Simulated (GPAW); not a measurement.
# Screening of a field by 1T-FeBrI monolayer

Aim: the dipole that a field along the normal induces in 1T-FeBrI monolayer.

Calculated with GPAW 26.7.0; GPAW, PAW setups; layer in a repeated cell with vacuum, relaxation of atoms and in-plane cell, in the first sound run; inputs show where later runs differ.

Most raw output is cut from this account.

**1. Starting point**

The cell holds 3 atoms: 1 I, 1 Fe and 1 Br. Cell: a = 3.576 Å, b = 3.576 Å, c = 19.047 Å, α = 90.0°, β = 90.0°, γ = 120.0°. Vacuum lies along c.

Structure file:

```
I Fe Br
1.0
     3.57591    0.00000    0.00000
    -1.78796    3.09683    0.00000
     0.00000    0.00000   19.04680
I Fe Br
1 1 1
Cartesian
  1.7880 1.0323 8.0000
  0.0000 0.0000 9.6836
  0.0000 2.0646 11.0468
```

**2. Relaxation**

The atoms are relaxed first, since the surface dipole, and with it the work function, follows the positions of the outer layers.

File run.py:

```python
import json
import numpy as np
from ase import Atoms
from ase.filters import FrechetCellFilter
from ase.optimize import BFGS
from gpaw import GPAW, PW

slab = Atoms(
    ['I', 'Fe', 'Br'],
    positions=[
        [1.78796, 1.03228, 8.00000],
        [0.00000, 0.00000, 9.68360],
        [-0.00000, 2.06455, 11.04679]],
    cell=[[3.57591, 0.0, 0.0], [-1.78796, 3.09683, 0.0], [0.0, 0.0, 19.0468]],
    pbc=[True, True, True],
    magmoms=[0.0, 4.0, 0.0])

slab.calc = GPAW(mode=PW(600), xc='PBE', kpts={'size': (9, 9, 1), 'gamma': True},
                 occupations={'name': 'fermi-dirac', 'width': 0.05}, nbands='160%',
                 convergence={'density': 1e-05}, maxiter=200,
                 symmetry={'tolerance': 1e-3}, txt='slab.txt')
result = {}
# The in-plane cell is free; stress needs a cell that repeats along all three vectors
path = []
opt = BFGS(FrechetCellFilter(slab, mask=[1, 1, 0, 0, 0, 1]), maxstep=0.2)
opt.attach(lambda: path.append((slab.get_potential_energy(), slab.positions.tolist(), slab.get_forces().tolist())))
result['relaxed'] = bool(opt.run(fmax=0.02, steps=45))
result['path'] = path
result['cell'] = slab.cell.tolist()
print('in-plane lattice', slab.cell.cellpar().round(4)[[0, 1, 5]])
energy = slab.get_potential_energy()
fermi = slab.calc.get_fermi_level()
v = slab.calc.get_electrostatic_potential().mean((0, 1)) - fermi
n = slab.calc.get_pseudo_density().mean((0, 1))
L = slab.cell[2, 2]
z = np.arange(len(v)) * L / len(v)
low, high = slab.positions[:, 2].min(), slab.positions[:, 2].max()
below, above = np.interp([low - 5.8, high + 5.8], z, v)
slopes = [np.interp(x, z, np.gradient(v, z)) for x in (low - 5.8, high + 5.8)]
eps = np.array([[slab.calc.get_eigenvalues(k, s) for k in range(len(slab.calc.get_ibz_k_points()))]
                for s in range(slab.calc.get_number_of_spins())]) - fermi
top, bottom = eps[eps < 0].max(), eps[eps > 0].min()
dipole = slab.get_dipole_moment()[2]
print(f'energy {energy:.4f} eV, Fermi level {fermi:.4f} eV, dipole {dipole:.5f} e A')
print(f'potential 5.8 A off the faces, from the Fermi level: lower {below:.4f} eV, upper {above:.4f} eV')
print(f'slope of the potential there: lower {slopes[0]:.5f}, upper {slopes[1]:.5f} eV/A')
print(f'nearest levels on the mesh: {top:.4f} and {bottom:.4f} eV')
print('magnetic moment', round(slab.get_magnetic_moment(), 3))
result.update(energy=energy, fermi=fermi, dipole=dipole, below=below, above=above, slopes=slopes, edges=[top, bottom],
              z=z.tolist(), v=v.tolist(), n=n.tolist(), positions=slab.positions.tolist(),
              forces=slab.get_forces(apply_constraint=False).tolist(), moments=slab.get_magnetic_moments().tolist())
json.dump(result, open('result.json', 'w'))
```

The run is started by

```sh
OMP_NUM_THREADS=1 OPENBLAS_NUM_THREADS=1 python run.py
```

Wall time 13 min (1 thread of Arm Neoverse V2, shared host); peak memory 0.52 GiB.

This step gave:

| Item | Value |
| --- | --- |
| dipole along the normal | -0.03751 e·Å |
| levels nearest the Fermi level on the mesh | -0.04484, 0.002853 eV from the Fermi level |
| site moments | 0.1465, 3.347, 0.1255 μB |
| sum of the site moments | 3.619 μB |

Table of electrostatic potential energy of an electron (without an applied field's), less the Fermi level, planar mean by z:

```tsv
z (Å)	electrostatic potential energy of an electron (without an applied field's), less the Fermi level, planar mean (eV)
0.0	5.04
0.5	5.03
1.0	5.02
1.5	5.00
2.0	4.99
2.5	4.98
3.0	4.96
3.5	4.95
4.0	4.94
4.5	4.92
5.0	4.90
5.5	4.86
6.0	4.72
6.5	4.13
7.0	1.66
7.5	-7.06
8.0	-17.0
8.5	-7.55
9.0	-2.64
9.5	-7.68
10.0	-5.73
10.5	-4.24
11.0	-11.4
11.5	-4.57
12.0	2.88
12.5	4.74
13.0	5.11
13.5	5.17
14.0	5.18
14.5	5.17
15.0	5.15
15.5	5.14
16.0	5.13
16.5	5.11
17.0	5.10
17.5	5.09
18.0	5.07
18.5	5.06
```

Table of pseudo valence density, planar mean by z:

z (Å), pseudo valence density, planar mean (e/Å³) and a bar from the least value:
```
     0.00      0.000 
     0.53      0.000 
     1.06      0.000 
     1.59      0.000 
     2.12      0.000 
     2.47      0.000 
     3.00      0.000 
     3.53      0.000 
     4.06      0.000 
     4.59      0.000 
     5.11      0.001 
     5.64      0.003 
     6.17      0.014 #
     6.70      0.063 ###
     7.05      0.156 #######
     7.58      0.282 #############
     8.11      0.177 ########
     8.64      0.324 ###############
     9.17      0.308 ##############
     9.70      0.647 ##############################
    10.23      0.328 ###############
    10.76      0.351 ################
    11.29      0.305 ##############
    11.82      0.194 #########
    12.17      0.076 ####
    12.70      0.014 #
    13.23      0.003 
    13.76      0.001 
    14.29      0.000 
    14.81      0.000 
    15.34      0.000 
    15.87      0.000 
    16.40      0.000 
    16.75      0.000 
    17.28      0.000 
    17.81      0.000 
    18.34      0.000 
    18.87      0.000
```

Site moment by atom:

```tsv
atom	site moment (μB)
I1	0.15
Fe2	3.35
Br3	0.13
```

The relaxation lowered the energy of the cell by 0.493 eV (energies extrapolated to zero smearing; the optimiser's log prints free energies). The largest force left on a free atom is 0.010 eV/Å.

**3. The slab's potential**

The work function is the vacuum plateau of the electrostatic potential less the Fermi level; a dipole layer lets the two faces have plateaus of their own.

This step: GPAW, PAW setups; slab in vacuum (GPAW 26.7.0).

The cell differs from the one that the last finished run ended in (c 19.047 → 19.096 Å).

run.py, as its differences from that of step 2:

```diff
@@ -3,4 +3,2 @@
 from ase import Atoms
-from ase.filters import FrechetCellFilter
-from ase.optimize import BFGS
 from gpaw import GPAW, PW
@@ -10,22 +8,15 @@
     positions=[
-        [1.78796, 1.03228, 8.00000],
-        [0.00000, 0.00000, 9.68360],
-        [-0.00000, 2.06455, 11.04679]],
-    cell=[[3.57591, 0.0, 0.0], [-1.78796, 3.09683, 0.0], [0.0, 0.0, 19.0468]],
-    pbc=[True, True, True],
+        [1.95089, 1.12635, 8.00000],
+        [0.00000, -0.00000, 9.67422],
+        [0.00000, 2.25268, 11.09562]],
+    cell=[[3.90176, 0.0, 0.0], [-1.95089, 3.37903, 0.0], [0.0, 0.0, 19.0956]],
+    pbc=[True, True, False],
     magmoms=[0.0, 4.0, 0.0])
 
-slab.calc = GPAW(mode=PW(600), xc='PBE', kpts={'size': (9, 9, 1), 'gamma': True},
+slab.calc = GPAW(mode=PW(400), xc='PBE', kpts={'size': (9, 9, 1), 'gamma': True},
                  occupations={'name': 'fermi-dirac', 'width': 0.05}, nbands='160%',
                  convergence={'density': 1e-05}, maxiter=200,
+                 poissonsolver={'dipolelayer': 'xy'},
                  symmetry={'tolerance': 1e-3}, txt='slab.txt')
 result = {}
-# The in-plane cell is free; stress needs a cell that repeats along all three vectors
-path = []
-opt = BFGS(FrechetCellFilter(slab, mask=[1, 1, 0, 0, 0, 1]), maxstep=0.2)
-opt.attach(lambda: path.append((slab.get_potential_energy(), slab.positions.tolist(), slab.get_forces().tolist())))
-result['relaxed'] = bool(opt.run(fmax=0.02, steps=45))
-result['path'] = path
-result['cell'] = slab.cell.tolist()
-print('in-plane lattice', slab.cell.cellpar().round(4)[[0, 1, 5]])
 energy = slab.get_potential_energy()
```

The job ended after 44 s (1 thread; peak memory 0.25 GiB).

Numbers from this step:

| Property | Result |
| --- | --- |
| dipole along the normal | -0.02773 e·Å |
| levels nearest the Fermi level on the mesh | -0.04505, 0.003149 eV from the Fermi level |
| upper work function | 5.235 eV |
| lower work function | 4.856 eV |
| site moments | 0.1458, 3.345, 0.1254 μB |
| sum of the site moments | 3.617 μB |

The electrostatic potential energy of an electron (without an applied field's), less the Fermi level, planar mean by z:

```tsv
z (Å)	electrostatic potential energy of an electron (without an applied field's), less the Fermi level, planar mean (eV)
0.0	5.05
0.5	4.86
1.0	4.86
1.5	4.86
2.0	4.86
2.5	4.86
3.0	4.86
3.5	4.86
4.0	4.86
4.5	4.85
5.0	4.85
5.5	4.82
6.0	4.69
6.5	4.14
7.0	1.79
7.5	-6.76
8.0	-17.0
8.5	-7.84
9.0	-2.64
9.5	-7.54
10.0	-5.90
10.5	-4.11
11.0	-11.3
11.5	-4.87
12.0	2.78
12.5	4.73
13.0	5.13
13.5	5.21
14.0	5.23
14.5	5.23
15.0	5.23
15.5	5.24
16.0	5.24
16.5	5.24
17.0	5.24
17.5	5.24
18.0	5.24
18.5	5.24
```

Table of pseudo valence density, planar mean by z:

```tsv
z (Å)	pseudo valence density, planar mean (e/Å³)
0.00	0
0.64	0
1.27	0
1.91	0
2.55	9.0e-7
3.18	1.4e-6
3.82	1.3e-5
4.46	8.0e-5
5.30	9.9e-4
5.94	0.00655
6.58	0.0428
7.21	0.212
7.85	0.175
8.49	0.334
9.12	0.290
9.76	0.629
10.40	0.333
11.03	0.304
11.67	0.258
12.31	0.0516
12.94	0.00678
13.58	9.1e-4
14.43	6.5e-5
15.06	8.3e-6
15.70	2.1e-6
16.34	0
16.97	7.0e-7
17.61	0
18.25	0
18.88	0
```

The potential is flat to 1.8e-5 eV/Å where it is read, so the vacuum is wide enough.

**4. In a field**

A uniform field along the normal polarises the slab; the atoms stay fixed, so this is the electronic response alone.

run.py, as its differences from that of step 3:

```diff
@@ -4,2 +4,3 @@
 from gpaw import GPAW, PW
+from gpaw.external import ConstantElectricField
 
@@ -19,2 +20,3 @@
                  poissonsolver={'dipolelayer': 'xy'},
+                 external=ConstantElectricField(-0.2, [0, 0, 1]),
                  symmetry={'tolerance': 1e-3}, txt='slab.txt')
```

It took 2.5 min on 1 thread; peak memory 0.37 GiB.

This step gave:

```yaml
dipole_along_the_normal: -0.1005 e·Å
levels_nearest_the_fermi_level_on_the_mesh: -0.005156, 0.008078 eV from the Fermi level
site_moments: 0.1483, 3.344, 0.1230 μB
sum_of_the_site_moments: 3.616 μB
potential_below_the_slab_the_applied_field_s_own_ramp_left_out: 4.328 eV from the Fermi level
potential_above_the_slab_the_applied_field_s_own_ramp_left_out: 5.707 eV from the Fermi level
```

Electrostatic potential energy of an electron (without an applied field's), less the Fermi level, planar mean against z:

```tsv
z (Å)	electrostatic potential energy of an electron (without an applied field's), less the Fermi level, planar mean (eV)
0	5.02
1	4.33
2	4.33
3	4.33
4	4.33
5	4.32
6	4.18
7	1.34
8	-17.2
9	-2.73
10	-5.82
11	-11.0
12	3.19
13	5.59
14	5.70
15	5.71
16	5.71
17	5.71
18	5.71
```

The dipole is now -0.100 e Å, against -0.028 in the run without a field.

**5. Field on**

run.py, as its differences from that of step 4:

```diff
@@ -20,3 +20,3 @@
                  poissonsolver={'dipolelayer': 'xy'},
-                 external=ConstantElectricField(-0.2, [0, 0, 1]),
+                 external=ConstantElectricField(-0.1, [0, 0, 1]),
                  symmetry={'tolerance': 1e-3}, txt='slab.txt')
```

Wall time 2.7 min (1 thread); peak memory 0.37 GiB.

Numbers from this step:

```yaml
dipole_along_the_normal: -0.06405 e·Å
levels_nearest_the_fermi_level_on_the_mesh: -0.005136, 0.008225 eV from the Fermi level
site_moments: 0.1470, 3.345, 0.1242 μB
potential_below_the_slab_the_applied_field_s_own_ramp_left_out: 4.591 eV from the Fermi level
potential_above_the_slab_the_applied_field_s_own_ramp_left_out: 5.470 eV from the Fermi level
```

The electrostatic potential energy of an electron (without an applied field's), less the Fermi level, planar mean by z:

```tsv
z (Å)	electrostatic potential energy of an electron (without an applied field's), less the Fermi level, planar mean (eV)
0.0	5.03
0.5	4.59
1.0	4.59
1.5	4.59
2.0	4.59
2.5	4.59
3.0	4.59
3.5	4.59
4.0	4.59
4.5	4.59
5.0	4.58
5.5	4.56
6.0	4.44
6.5	3.89
7.0	1.56
7.5	-6.94
8.0	-17.1
8.5	-7.93
9.0	-2.69
9.5	-7.54
10.0	-5.86
10.5	-4.03
11.0	-11.1
11.5	-4.70
12.0	2.99
12.5	4.95
13.0	5.36
13.5	5.45
14.0	5.47
14.5	5.47
15.0	5.47
15.5	5.47
16.0	5.47
16.5	5.47
17.0	5.47
17.5	5.47
18.0	5.47
18.5	5.47
```

The dipole is now -0.0641 e Å, against -0.028 in the run without a field.

**6. Field on**

run.py, as its differences from that of step 5:

```diff
@@ -20,3 +20,3 @@
                  poissonsolver={'dipolelayer': 'xy'},
-                 external=ConstantElectricField(-0.1, [0, 0, 1]),
+                 external=ConstantElectricField(-0.05, [0, 0, 1]),
                  symmetry={'tolerance': 1e-3}, txt='slab.txt')
```

It took 2.4 min on 1 thread; peak memory 0.37 GiB.

**7. Field on**

run.py, as its differences from that of step 6:

```diff
@@ -20,3 +20,3 @@
                  poissonsolver={'dipolelayer': 'xy'},
-                 external=ConstantElectricField(-0.05, [0, 0, 1]),
+                 external=ConstantElectricField(0.05, [0, 0, 1]),
                  symmetry={'tolerance': 1e-3}, txt='slab.txt')
```

The job ended after 2.5 min (1 thread; peak memory 0.37 GiB).

Electrostatic potential energy of an electron (without an applied field's), less the Fermi level, planar mean against z:

```tsv
z (Å)	electrostatic potential energy of an electron (without an applied field's), less the Fermi level, planar mean (eV)
0.0	5.05
0.5	4.99
1.0	4.99
1.5	4.99
2.0	4.99
2.5	4.99
3.0	4.99
3.5	4.99
4.0	4.99
4.5	4.99
5.0	4.98
5.5	4.95
6.0	4.82
6.5	4.27
7.0	1.90
7.5	-6.66
8.0	-16.9
8.5	-7.79
9.0	-2.62
9.5	-7.53
10.0	-5.92
10.5	-4.15
11.0	-11.3
11.5	-4.95
12.0	2.68
12.5	4.62
13.0	5.02
13.5	5.10
14.0	5.11
14.5	5.12
15.0	5.12
15.5	5.12
16.0	5.12
16.5	5.12
17.0	5.12
17.5	5.12
18.0	5.12
18.5	5.12
```

**8. Field on**

run.py, as its differences from that of step 7:

```diff
@@ -20,3 +20,3 @@
                  poissonsolver={'dipolelayer': 'xy'},
-                 external=ConstantElectricField(0.05, [0, 0, 1]),
+                 external=ConstantElectricField(0.1, [0, 0, 1]),
                  symmetry={'tolerance': 1e-3}, txt='slab.txt')
```

It took 2.6 min on 1 thread; peak memory 0.37 GiB.

Table of electrostatic potential energy of an electron (without an applied field's), less the Fermi level, planar mean by z:

z (Å), electrostatic potential energy of an electron (without an applied field's), less the Fermi level, planar mean (eV) and a bar from the least value:
```
        0        5.1 ##############################
        1        5.1 ##############################
        2        5.1 ##############################
        3        5.1 ##############################
        4        5.1 ##############################
        5        5.1 ##############################
        6        5.0 ##############################
        7        2.0 ##########################
        8      -16.8 
        9       -2.6 ###################
       10       -5.9 ###############
       11      -11.4 #######
       12        2.6 ###########################
       13        4.9 ##############################
       14        5.0 ##############################
       15        5.0 ##############################
       16        5.0 ##############################
       17        5.0 ##############################
       18        5.0 ##############################
```

The dipole is now 0.00884 e Å, against -0.028 in the run without a field.

**9. In a field**

run.py, as its differences from that of step 8:

```diff
@@ -20,3 +20,3 @@
                  poissonsolver={'dipolelayer': 'xy'},
-                 external=ConstantElectricField(0.1, [0, 0, 1]),
+                 external=ConstantElectricField(0.2, [0, 0, 1]),
                  symmetry={'tolerance': 1e-3}, txt='slab.txt')
```

It took 2.4 min on 1 thread; peak memory 0.37 GiB.

The electrostatic potential energy of an electron (without an applied field's), less the Fermi level, planar mean by z:

```tsv
z (Å)	electrostatic potential energy of an electron (without an applied field's), less the Fermi level, planar mean (eV)
0.0	5.08
0.5	5.39
1.0	5.39
1.5	5.39
2.0	5.39
2.5	5.39
3.0	5.39
3.5	5.39
4.0	5.39
4.5	5.39
5.0	5.38
5.5	5.35
6.0	5.21
6.5	4.64
7.0	2.23
7.5	-6.38
8.0	-16.7
8.5	-7.65
9.0	-2.55
9.5	-7.53
10.0	-5.97
10.5	-4.28
11.0	-11.5
11.5	-5.21
12.0	2.38
12.5	4.29
13.0	4.67
13.5	4.75
14.0	4.76
14.5	4.77
15.0	4.77
15.5	4.77
16.0	4.77
16.5	4.77
17.0	4.77
17.5	4.77
18.0	4.77
18.5	4.77
```

The dipole is now 0.0453 e Å, against -0.028 in the run without a field.

**10. In a field**

run.py, as its differences from that of step 9:

```diff
@@ -20,3 +20,3 @@
                  poissonsolver={'dipolelayer': 'xy'},
-                 external=ConstantElectricField(0.2, [0, 0, 1]),
+                 external=ConstantElectricField(0.3, [0, 0, 1]),
                  symmetry={'tolerance': 1e-3}, txt='slab.txt')
```

The job ended after 2.6 min (1 thread; peak memory 0.37 GiB).

[end of part 1 of 2]

[Logs are printed without paths, hosts, clocks, repeated set-up lines and the standing remarks that a program may print on its own settings, such as how far it seeks lower states.]

[Hosts, paths, dates, database ids (printed as entryN), source tags and the programs' standing remarks are cut or masked in the printed files.]
